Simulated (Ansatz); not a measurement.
# Quasi-harmonic thermodynamics of AlFe (Pm-3m)

Aim: the lattice, expansion, heat capacity and bulk modulus of AlFe as it warms.

Program: Ansatz 0.2.0. Level of theory: DFT PBE, scalar-relativistic, plane waves, PAW. Results are calculated unless marked as measured.

### Step 1. Set-up

Symmetry: Pm-3m, No. 221, cubic system. The conventional cell has a = 2.910 Å, b = 2.910 Å, c = 2.910 Å, α = 90.00°, β = 90.00°, γ = 90.00°. Al has 8 Fe at 2.52 Å nearest. Nearest to Fe lie 8 Al at 2.52 Å. Farther neighbours are not listed.

### Step 2. A first coarse run

Before spending time, one coarse run tells the gap and the pressure of the starting cell.

input.yaml reads:

```yaml
crystal:
  lattice:
    - [2.91, 0.0, 0.0]
    - [0.0, 2.91, 0.0]
    - [0.0, 0.0, 2.91]
  atoms:
    - { symbol: Al, position: [0.0, 0.0, 0.0] }
    - { symbol: Fe, position: [0.5, 0.5, 0.5], spin: 4.0 }
kpoints:
  mp_grid: { grid: [6, 6, 6] }
hamiltonian:
  xc: pbe
scf:
  occupations: { method: gaussian, width: 0.1 }
  lower_state_search: "off"
output:
  forces: true
  stress: true
  eigenvalues: true
  populations: true
magnetization:
  spin_polarized: true
```

Run with:

```console
> ansatz run input.yaml --threads 4 --pin off --max-ram 8192MiB --backend cpu --events-out ev --progress --plain --runs-dir out
```

Numbers of over 12 decimals in the logs are rounded to 6 here.

Output:

```text
Engine: ansatz 0.2.0, aarch64-unknown-linux-gnu
Pseudopotentials: kind: paw
Pseudopotential: Al, paw, valence charge 3, recommended cutoff 420 eV (normal), Al.paw.azcp
Pseudopotential: Fe, paw, valence charge 16, recommended cutoff 420 eV (normal), Fe.paw.azcp
Functional definition: PBE
  parameter kappa = 0.804
  parameter beta = 0.066725
  exchange = pbe_x(kappa = kappa, mu = beta*pi^2/3)
  correlation = pbe_c(beta = beta)
Crystal: 2 atoms, lattice volume = 24.642 Å³
Basis set: ecut = 420 eV, 461 PW (Γ), exchange–correlation on 40×40×40 points (8 copies of the dense FFT grid, shifted against one another)
Bands: 16, of which v1, the nominal top of the filled ones, is band 10 counted from 1 (9 counted from 0)
Symmetry: 48 space group operations
Space group: Pm-3m (ITA 221), of the structure as read, at distance tolerance 2.9e-5 Å
Magnetic group: BNS 221.92 (UNI 1594), of the structure as read, at distance tolerance 2.9e-5 Å
k-points: 20 of 216
Non-local potential: Al, projectors of the file, l = 0: 2, l = 1: 2, l = 2: 1
Non-local potential: Fe, projectors of the file, l = 0: 3, l = 1: 2, l = 2: 3, l = 3: 1
PAW form: soft (Blöchl's): semilocal exchange-correlation on the pseudo side does not see the compensation charge
PAW one-centre angular grid: Al, 110 points (default); XC on 64 Gauss nodes
PAW one-centre angular grid: Fe, 590 points (default); XC on 64 Gauss nodes
Initial density: superposition of atomic densities (chi_scale 0.1, normalization cell)
Starting moments: Σ|m| = 4 μB on 1 of 2 sites
Initial wavefunctions: pseudopotential atomic-orbital guess
Functional: x = pbe(κ = 0.804, μ = 0.219515), c = pbe(β = 0.066725)
iter 1 solved again at ethr=1.49e-3 eV; its pass at ethr=3.10e-3 eV (dr2=2.82e-1 eV) is discarded
SCF iter   1: F=—  HF=-5017.938109 eV  |F-HF|=—  |Δ(HF+E_count)|=         —  Δρ=9.72e-2 (↑9.47e-2 ↓9.72e-2)  dr2=2.82e-1  dr2_m=2.03e0  M=2.338 μB ∫|m|=2.633 μB  β_m=0.30  ethr=1.49e-3  ⟨swp⟩=1.0  Hψ=3826  notcnv=0
Mixer restart at iter 1: flushing history
preconditioner: auto → none  [metal: Δε(μ)=0.012 eV  Ē_g=10.427 eV  σ=0.100 eV  W_gap=0.07  n_scr=6 (ndim 8)  ℏωp=24.8 eV  f_vac=0.000  D(μ)=3.31/eV (n_scr^D=56)  sad-step TF]
spin-set hold released at iteration 1 (the charge has settled, or the pull on large starting moments outlasts its swing): the magnetisation degrees of freedom join the quasi-Newton model from the next iteration; the mixer history was flushed
SCF iter   2: F=—  HF=-5018.110665 eV  |F-HF|=—  |Δ(HF+E_count)|=   1.73e-1  Δρ=8.47e-2 (↑8.47e-2 ↓7.98e-2)  dr2=1.98e-1  dr2_m=1.49e0  M=2.126 μB ∫|m|=2.479 μB  β_m=0.40  ethr=1.48e-3  ⟨swp⟩=2.0  Hψ=885  notcnv=0
SCF iter   3: F=—  HF=-5018.673207 eV  |F-HF|=—  |Δ(HF+E_count)|=   5.63e-1  Δρ=7.88e-2 (↑1.46e-2 ↓7.88e-2)  dr2=1.73e0  dr2_m=2.81e-1  M=1.491 μB ∫|m|=1.899 μB  β_m=0.41  ethr=1.04e-3  ⟨swp⟩=2.6  Hψ=1368  notcnv=0  defer=12
SCF iter   4: F=—  HF=-5018.589109 eV  |F-HF|=—  |Δ(HF+E_count)|=   8.41e-2  Δρ=4.58e-2 (↑4.58e-2 ↓8.13e-3)  dr2=2.94e-1  dr2_m=1.50e-1  M=0.824 μB ∫|m|=1.222 μB  β_m=0.49  ethr=1.04e-3  ⟨swp⟩=3.1  Hψ=1499  notcnv=0  defer=50
SCF iter   5: F=—  HF=-5018.594207 eV  |F-HF|=—  |Δ(HF+E_count)|=   5.10e-3  Δρ=1.37e-2 (↑1.37e-2 ↓7.11e-3)  dr2=3.27e-2  dr2_m=1.77e-2  M=0.712 μB ∫|m|=0.968 μB  β_m=0.70  ethr=1.04e-3  ⟨swp⟩=2.1  Hψ=1026  notcnv=0  defer=52
SCF iter   6: F=—  HF=-5018.613465 eV  |F-HF|=—  |Δ(HF+E_count)|=   1.93e-2  Δρ=1.19e-2 (↑1.19e-2 ↓7.93e-3)  dr2=2.31e-3  dr2_m=2.20e-2  M=0.749 μB ∫|m|=0.927 μB  β_m=0.85  ethr=1.72e-4  ⟨swp⟩=2.5  Hψ=1060  notcnv=0  defer=55
SCF iter   7: F=—  HF=-5018.614928 eV  |F-HF|=—  |Δ(HF+E_count)|=   1.46e-3  Δρ=1.08e-2 (↑1.08e-2 ↓9.65e-3)  dr2=6.42e-4  dr2_m=2.28e-2  M=0.698 μB ∫|m|=0.760 μB  β_m=0.74  ethr=1.22e-5  ⟨swp⟩=2.0  Hψ=1133  notcnv=0  defer=55
SCF iter   8: F=—  HF=-5018.620084 eV  |F-HF|=—  |Δ(HF+E_count)|=   5.16e-3  Δρ=5.41e-3 (↑5.41e-3 ↓5.33e-3)  dr2=1.91e-4  dr2_m=6.34e-3  M=0.726 μB ∫|m|=0.806 μB  β_m=0.87  ethr=3.38e-6  ⟨swp⟩=2.1  Hψ=920  notcnv=0  defer=56
SCF iter   9: F=—  HF=-5018.621689 eV  |F-HF|=—  |Δ(HF+E_count)|=   1.61e-3  Δρ=1.14e-3 (↑7.16e-4 ↓1.14e-3)  dr2=7.55e-5  dr2_m=1.87e-4  M=0.742 μB ∫|m|=0.838 μB  β_m=0.94  ethr=1.01e-6  ⟨swp⟩=2.0  Hψ=860  notcnv=0  defer=56
SCF iter  10: F=—  HF=-5018.621724 eV  |F-HF|=—  |Δ(HF+E_count)|=   3.45e-5  Δρ=2.72e-4 (↑2.72e-4 ↓2.00e-4)  dr2=6.59e-7  dr2_m=1.24e-5  M=0.744 μB ∫|m|=0.843 μB  β_m=0.97  ethr=3.97e-7  ⟨swp⟩=1.4  Hψ=712  notcnv=0  defer=56
SCF iter  11: F=—  HF=-5018.621745 eV  |F-HF|=—  |Δ(HF+E_count)|=   2.14e-5  Δρ=8.20e-5 (↑5.95e-5 ↓8.20e-5)  dr2=2.25e-7  dr2_m=1.08e-6  M=0.744 μB ∫|m|=0.841 μB  β_m=0.98  ethr=3.47e-9  ⟨swp⟩=2.3  Hψ=951  notcnv=0  defer=56
iter 12 did not close the SCF: its close was put off for a magnetic moment that had not settled (scf_convergence_deferred on its scf_iter line)
SCF iter  12: F=-5018.621746 eV  HF=-5018.621746 eV  |F-HF|=1.45e-10  |Δ(HF+E_count)|=   3.80e-7  Δρ=1.33e-5 (↑1.33e-5 ↓4.60e-6)  dr2=1.13e-8  dr2_m=1.79e-8  M=0.744 μB ∫|m|=0.841 μB  β_m=0.99  ethr=5.26e-10  ⟨swp⟩=7.6  Hψ=2545  notcnv=0
SCF iter  13: F=-5018.621746 eV  HF=-5018.621746 eV  |F-HF|=1.24e-9  |Δ(HF+E_count)|=   1.18e-8  Δρ=3.84e-6 (↑1.66e-6 ↓3.84e-6)  dr2=2.01e-9  dr2_m=1.56e-9  M=0.744 μB ∫|m|=0.841 μB  ethr=5.95e-11  ⟨swp⟩=1.9  Hψ=1728  notcnv=0
SCF 1 converged in 13 iterations: F = -5018.621746 eV  dr2 = 2.01e-9
  greatest PAW one-centre occupation: 1.001 electrons in one spin orbital (limit 2), on the Fe atom at site 1 (counted from 0), in its partial waves of l = 1
SCF converged after 13 iterations
Magnetization: 0.7439 μB (9.8720 up, 9.1280 down)
Absolute magnetization: 0.8410 μB (∫|ρ↑−ρ↓|, with the PAW one-centre terms)
Spin contamination: 0.0091 ħ² per cell (⟨S²⟩ above its minimum at these occupations)
Per-site moments (μB) at R_I (Å): [(-0.026069, 1.039555), (0.772291, 1.039555)]
Free energy (F): -5018.621746 eV
Harris-Foulkes:  -5018.621746 eV  (|F-HF|=1.24e-9)
Internal energy: -5018.612375 eV  (E = F + TS)
E sigma→0 (E₀):  -5018.617060 eV
Entropy (-TS):   -0.009370 eV (-4.685 meV/atom)
Fermi energy:    13.444273 eV
--- Per-component energies (eV) ---
  E_band       = -258.544267
  E_kinetic    = 379.792209
  E_local      = -2783.603213  (includes V_loc(G=0)·N_el)
  E_nonlocal   = 226.656707
  E_hartree    = 1202.055856
  E_xc         = -159.278676
  E_vxc        = -182.951429  (∫ρ·V_xc dr)
  E_paw        = -1833.474938  (= ΣΔE_a)
  E_vpaw       = -302.554108  (= ΣTr[D̂ρ^β])
  E_aug_tail   = 0.000782  (compensation charges beyond the density's cutoff)
  E_ewald      = -2050.761102
  E_smearing   = -0.009370  (= −TS)
  E_closure    = -0.000000  (closes the sum)
  Σ components = -5018.621746   (vs F -5018.621746, Δ=0.00e0)
--- Forces (eV/Å), atoms counted from 1 ---
  atom   1  Al    -0.00000000     0.00000000    -0.00000000
  atom   2  Fe     0.00000000     0.00000000    -0.00000000
  max |Σ_I F_I| component: 3.25e-29 eV/Å
--- Stress (GPa, compression-positive) ---
       -5.960009      -0.000000       0.000000
        0.000000      -5.960009      -0.000000
        0.000000       0.000000      -5.960009
  P = ⅓ Tr σ = -5.9600 GPa (-59.600 kbar)
--- Band table (eV; the first three rows and the last of 40) ---
  k-point 0 ↑: bands = [... 6 lower, 11.0797, 13.0056, 13.0056, 13.0056, 19.5705, 19.5705, 19.5705, 22.5699, ... 2 higher]
  k-point 1 ↑: bands = [... 6 lower, 11.2178, 12.7469, 12.7469, 13.0338, 16.8748, 20.2672, 20.2672, 22.4572, ... 2 higher]
  k-point 2 ↑: bands = [... 6 lower, 11.5135, 12.3048, 12.3048, 13.0909, 14.6906, 22.0440, 22.0440, 22.1829, ... 2 higher]
  k-point 19 ↓: bands = [... 6 lower, 10.3974, 14.4116, 14.4116, 16.4159, 16.4159, 16.4159, 17.2955, 19.5847, ... 2 higher]
--- Löwdin populations: 2 sites ---
  site symbol       q [e]    m [muB]
     0     Al      3.1650    -0.0508
     1     Fe     15.6714     0.7969
  spilling = 0.008613 (of n_electrons = 19.000000)
```

The job ended after 0.55 s (4 threads of Arm Neoverse V2, shared host; peak memory 0.26 GiB).

This step gave:

- magnetization: 0.7439 μB
- absolute magnetization: 0.8410 μB
- site moments: -0.02607, 0.7723 μB
- pressure: -5.960 GPa
- volume per atom: 12.32 Å³
- gap on the k-mesh: 0 eV

Site moment by atom:

```
atom  site moment (μB)
 Al1            -0.026
 Fe2             0.772
```

The start is under -6.0 GPa at this level and looks like a metal on this mesh.

### Step 3. Finding the static equilibrium

The vibrations must be taken about the equilibrium of this functional, not about the starting cell, so the structure is relaxed.

input.yaml, the sections that differ from step 2:

```yaml
crystal:
  lattice:
    - [2.91, 0.0, 0.0]
    - [0.0, 2.91, 0.0]
    - [0.0, 0.0, 2.91]
  atoms:
    - { symbol: Al, position: [0.0, 0.0, 0.0] }
    - { symbol: Fe, position: [0.5, 0.5, 0.5], spin: 0.85 }
kpoints:
  mp_grid: { grid: [14, 14, 14] }
scf:
  occupations: { method: gaussian, width: 0.1 }
relax:
  adjacent_minimum: "off"
  f_tol: 0.005
  max_steps: 80
  cell: { stress_tol: 0.05 }
# hamiltonian, output, magnetization: as in step 2
```

Output:

```text
[...]
Crystal: 2 atoms, lattice volume = 24.642 Å³
Basis set: ecut = 420 eV, 461 PW (Γ), exchange–correlation on 40×40×40 points (8 copies of the dense FFT grid, shifted against one another)
Bands: 14, of which v1, the nominal top of the filled ones, is band 10 counted from 1 (9 counted from 0)
Symmetry: 48 space group operations
[...]
k-points: 120 of 2744
[...]
Starting moments: Σ|m| = 0.85 μB on 1 of 2 sites
[...]
SCF iter   1: F=—  HF=-5018.116911 eV  |F-HF|=—  |Δ(HF+E_count)|=         —  Δρ=5.07e-2 (↑4.71e-2 ↓5.07e-2)  dr2=1.39e0  dr2_m=2.63e-2  M=0.831 μB ∫|m|=0.898 μB  β_m=0.30  ethr=3.10e-3  ⟨swp⟩=4.1  Hψ=15489  notcnv=0
[...]
SCF iter  12: F=-5018.608738 eV  HF=-5018.608738 eV  |F-HF|=1.03e-8  |Δ(HF+E_count)|=   3.51e-9  Δρ=3.72e-6 (↑3.24e-6 ↓3.72e-6)  dr2=1.12e-8  dr2_m=9.08e-11  M=0.696 μB ∫|m|=0.810 μB  ethr=3.14e-10  ⟨swp⟩=2.6  Hψ=10713  notcnv=0
SCF 1 converged in 12 iterations: F = -5018.608738 eV  dr2 = 1.12e-8
[...]
relax step   1: F+E_penalty+E_count = -5018.60873795 eV  Δ(F+E_penalty+E_count) = +0.000e0 eV  max|allowed force component| = 7.989e-29 eV/Å  Δτ_max = 0.0000 Å  P = -6.020 GPa  Ω = 24.642 Å³  (12 SCF iters, dr2 threshold 1.00e-7 eV, accepted)
Crystal: 2 atoms, lattice volume = 24.030 Å³
[...]
Starting moments: Σ|m| = 0.85 μB on 1 of 2 sites; this step starts from the density that it was given
[...]
SCF iter  10: F=-5018.624574 eV  HF=-5018.624574 eV  |F-HF|=1.81e-8  |Δ(HF+E_count)|=   6.48e-8  Δρ=5.34e-6 (↑3.95e-6 ↓5.34e-6)  dr2=1.97e-8  dr2_m=1.30e-10  M=0.678 μB ∫|m|=0.782 μB  ethr=3.22e-10  ⟨swp⟩=2.0  Hψ=11500  notcnv=0
SCF 2 converged in 10 iterations: F = -5018.624574 eV  dr2 = 1.97e-8
relax step   2: F+E_penalty+E_count = -5018.62457403 eV  Δ(F+E_penalty+E_count) = -1.584e-2 eV  max|allowed force component| = 4.273e-30 eV/Å  Δτ_max = 0.0000 Å  P = -2.032 GPa  Ω = 24.030 Å³  energy of the carried Pulay correction = +2.769e-4 eV  (10 SCF iters, dr2 threshold 2.00e-7 eV, accepted)
Crystal: 2 atoms, lattice volume = 23.730 Å³
[...]
SCF iter   8: F=-5018.626515 eV  HF=-5018.626515 eV  |F-HF|=1.64e-7  |Δ(HF+E_count)|=   1.08e-7  Δρ=1.60e-5 (↑1.25e-5 ↓1.60e-5)  dr2=1.78e-7  dr2_m=9.20e-10  M=0.671 μB ∫|m|=0.770 μB  ethr=3.41e-10  ⟨swp⟩=2.0  Hψ=10470  notcnv=0
SCF 3 converged in 8 iterations: F = -5018.626515 eV  dr2 = 1.78e-7
relax step   3: F+E_penalty+E_count = -5018.62651532 eV  Δ(F+E_penalty+E_count) = -1.941e-3 eV  max|allowed force component| = 5.243e-30 eV/Å  Δτ_max = 0.0000 Å  P = +0.131 GPa  Ω = 23.730 Å³  energy of the carried Pulay correction = +4.153e-4 eV  (8 SCF iters, dr2 threshold 2.00e-7 eV, accepted)
[...]
relax step   4: F+E_penalty+E_count = -5018.62651474 eV  Δ(F+E_penalty+E_count) = +5.834e-7 eV  max|allowed force component| = 2.064e-29 eV/Å  Δτ_max = 0.0000 Å  P = +0.003 GPa  Ω = 23.747 Å³  energy of the carried Pulay correction = +4.072e-4 eV  (7 SCF iters, dr2 threshold 4.27e-8 eV, accepted)
[...]
SCF iter   8: F=-5018.626172 eV  HF=-5018.626172 eV  |F-HF|=1.09e-11  |Δ(HF+E_count)|=  1.46e-11  Δρ=1.36e-7 (↑1.05e-7 ↓1.36e-7)  dr2=1.26e-11  dr2_m=7.98e-14  M=0.671 μB ∫|m|=0.770 μB  ethr=1.00e-12  ⟨swp⟩=3.9  Hψ=12622  notcnv=0
SCF 5 converged in 8 iterations: F = -5018.626172 eV  dr2 = 1.26e-11
relax step   5: F+E_penalty+E_count = -5018.62617200 eV  Δ(F+E_penalty+E_count) = +3.427e-4 eV  max|allowed force component| = 3.872e-29 eV/Å  Δτ_max = 0.0000 Å  P = -0.014 GPa  Ω = 23.747 Å³  stress off target by 1.36e-2 GPa  SCF on the basis re-selected at this cell (its energy is not comparable with the rows above)  (8 SCF iters)
basis re-selected at this cell: Δ(F+E_penalty+E_count) = +3.427e-4 eV, ΔP = -0.016 GPa vs the last step (what re-selecting the basis moved, of the pressure what is left beyond the Pulay correction that the steps carried, after the strain that the cell walked since its last selection, with what the two solves' SCF thresholds leave and, on support functions, any second-order correction that the steps lacked; it is no m [...]
SCF converged after 8 iterations
Magnetization: 0.6710 μB (9.8355 up, 9.1645 down)
Absolute magnetization: 0.7705 μB (∫|ρ↑−ρ↓|, with the PAW one-centre terms)
[...]
Per-site moments (μB) at R_I (Å): [(-0.026457, 1.026813), (0.703353, 1.026813)]
Free energy (F): -5018.626172 eV
[...]
Internal energy: -5018.615088 eV  (E = F + TS)
E sigma→0 (E₀):  -5018.620630 eV
Entropy (-TS):   -0.011084 eV (-5.542 meV/atom)
Fermi energy:    14.074064 eV
[...]
--- Stress (GPa, compression-positive) ---
       -0.013558       0.000000      -0.000000
        0.000000      -0.013558      -0.000000
       -0.000000      -0.000000      -0.013558
  P = ⅓ Tr σ = -0.0136 GPa (-0.136 kbar)
--- Band table (eV; the first three rows and the last of 240) ---
  k-point 0 ↑: bands = [... 6 lower, 11.5636, 13.7029, 13.7029, 13.7029, 20.3926, 20.3926, 20.3926, 23.3605]
  k-point 1 ↑: bands = [... 6 lower, 11.5921, 13.6453, 13.6453, 13.7089, 19.5566, 20.5311, 20.5311, 23.3344]
  k-point 2 ↑: bands = [... 6 lower, 11.6732, 13.4918, 13.4918, 13.7257, 18.1143, 20.9283, 20.9283, 23.2578]
  k-point 119 ↓: bands = [... 6 lower, 10.8409, 15.1030, 15.1030, 17.0582, 17.0582, 17.0582, 18.2429, 20.4087]
--- Relaxed structure (4 steps of the walk, 4 accepted, 1 SCFs on fresh bases) ---
  F+E_penalty+E_count = -5018.62617200 eV   max|allowed force component| = 3.872e-29 eV/Å   (the final SCF, on the basis selected at the relaxed cell)
  cell:  # Å, volume = 23.7471 Å³
    - [2.874331, 0, 0]
    - [0, 2.874331, 0.0]
    - [0, 0.0, 2.874331]
  atoms:
    - { symbol: Al, position: [0, 0, 0] }
    - { symbol: Fe, position: [0.500000, 0.500000, 0.500000] }
--- Löwdin populations: 2 sites ---
  site symbol       q [e]    m [muB]
     0     Al      3.1456    -0.0601
     1     Fe     15.6964     0.7312
  spilling = 0.008316 (of n_electrons = 19.000000)
```

Elapsed: 6.8 s, on 4 threads; peak memory 0.37 GiB.

Step by step:

```
step  energy less that of the first step (eV)  largest force component (eV/Å)  pressure (GPa)  volume (Å³)
   1                                   0.0000                          0.0000           -6.02        24.64
   2                                  -0.0158                          0.0000           -2.03        24.03
   3                                  -0.0178                          0.0000            0.13        23.73
   4                                  -0.0178                          0.0000            0.00        23.75
  5*                                  -0.0174                          0.0000           -0.01        23.75
```

Relaxation steps marked * repeat the geometry before them on a plane-wave basis chosen anew for their cell, so energy and pressure can jump there.

Forces are held to the 48 operations that the run works with; a distortion that breaks them can't arise in this run.

```
conventional cell, symmetrised  before  after  change
                         a (Å)   2.910  2.874  -1.2 %
                         b (Å)   2.910  2.874  -1.2 %
                         c (Å)   2.910  2.874  -1.2 %
              volume (Å³/atom)   12.32  11.87  -3.6 %
```

Final coordinates:

```cif
data_structure
_symmetry_space_group_name_H-M 'P 1'
_symmetry_Int_Tables_number 1
_cell_length_a 2.8743
_cell_length_b 2.8743
_cell_length_c 2.8743
_cell_angle_alpha 90.000
_cell_angle_beta 90.000
_cell_angle_gamma 90.000
_cell_volume 23.75
loop_
_atom_site_label
_atom_site_type_symbol
_atom_site_fract_x
_atom_site_fract_y
_atom_site_fract_z
_atom_site_occupancy
Al1 Al 0.00000 0.00000 0.00000 1
Fe2 Fe 0.50000 0.50000 0.50000 1
```

This step gave:

```yaml
magnetization: 0.6710 μB
absolute_magnetization: 0.7705 μB
site_moments: -0.02646, 0.7034 μB
pressure: -0.01356 GPa
volume_per_atom: 11.87 Å³
```

Site moment by atom:

```
atom  site moment (μB)
 Al1            -0.026
 Fe2             0.703
```

The relaxation ends with a pressure of -0.01 GPa.

### Step 4. Relaxing to small residual forces and stress

The relaxation is repeated with tighter thresholds on force and stress, since phonons are sensitive to what is left; a change of mesh or smearing in the input moves the cell too.

input.yaml, the sections that differ from step 3:

```yaml
crystal:
  lattice:
    - [2.8743308795, 0.0, 0.0]
    - [0.0, 2.8743308795, 0.0]
    - [0.0, 0.0, 2.8743308795]
  atoms:
    - { symbol: Al, position: [0.0, 0.0, 0.0] }
    - { symbol: Fe, position: [0.5, 0.5, 0.5], spin: 0.77 }
kpoints:
  mp_grid: { grid: [16, 16, 16] }
scf:
  occupations: { method: gaussian, width: 0.15 }
relax:
  adjacent_minimum: "off"
  f_tol: 0.001
  max_steps: 60
  cell: { stress_tol: 0.01 }
# hamiltonian, output, magnetization: as in step 3
```

Output:

```text
[...]
Crystal: 2 atoms, lattice volume = 23.747 Å³
Basis set: ecut = 420 eV, 461 PW (Γ), exchange–correlation on 40×40×40 points (8 copies of the dense FFT grid, shifted against one another)
Bands: 14, of which v1, the nominal top of the filled ones, is band 10 counted from 1 (9 counted from 0)
Symmetry: 48 space group operations
[...]
cell:  # Å, volume = 23.7619 Å³
    - [2.874928, 0, 0]
    - [0, 2.874928, 0]
    - [0, 0, 2.874928]
  atoms:
    - { symbol: Al, position: [0, 0, 0] }
    - { symbol: Fe, position: [0.5, 0.5, 0.5] }
--- Löwdin populations: 2 sites ---
  site symbol       q [e]    m [muB]
     0     Al      3.1474    -0.0626
     1     Fe     15.6949     0.7599
  spilling = 0.008300 (of n_electrons = 19.000000)
[key lines of the parts left out:]
SCF converged after 8 iterations
Magnetization: 0.6987 μB (9.8494 up, 9.1506 down)
Free energy (F): -5018.634234 eV
Fermi energy:    14.082147 eV
P = ⅓ Tr σ = -0.0003 GPa (-0.003 kbar)
```

The job ended after 6.6 s (4 threads; peak memory 0.4 GiB).

Little changed from the start: no atom moved by 0.005 Å and no cell edge by 0.1 %.

This step gave:

```yaml
magnetization: 0.6987 μB
absolute_magnetization: 0.7995 μB
site_moments: -0.02725, 0.7301 μB
pressure: -3.46e-4 GPa
volume_per_atom: 11.88 Å³
```

The residual pressure is -3.5e-4 GPa, small enough for phonons.

(Continued in part 2 of 3.)

[Logs are printed without paths, hosts, clocks, repeated set-up lines and the standing remarks that a program may print on its own settings, such as how far it seeks lower states.]

[Hosts, paths, dates, database ids (printed as entryN), source tags and the programs' standing remarks are cut or masked in the printed files.]

[A step with changed settings may run another functional than the one named; its input shows which.]
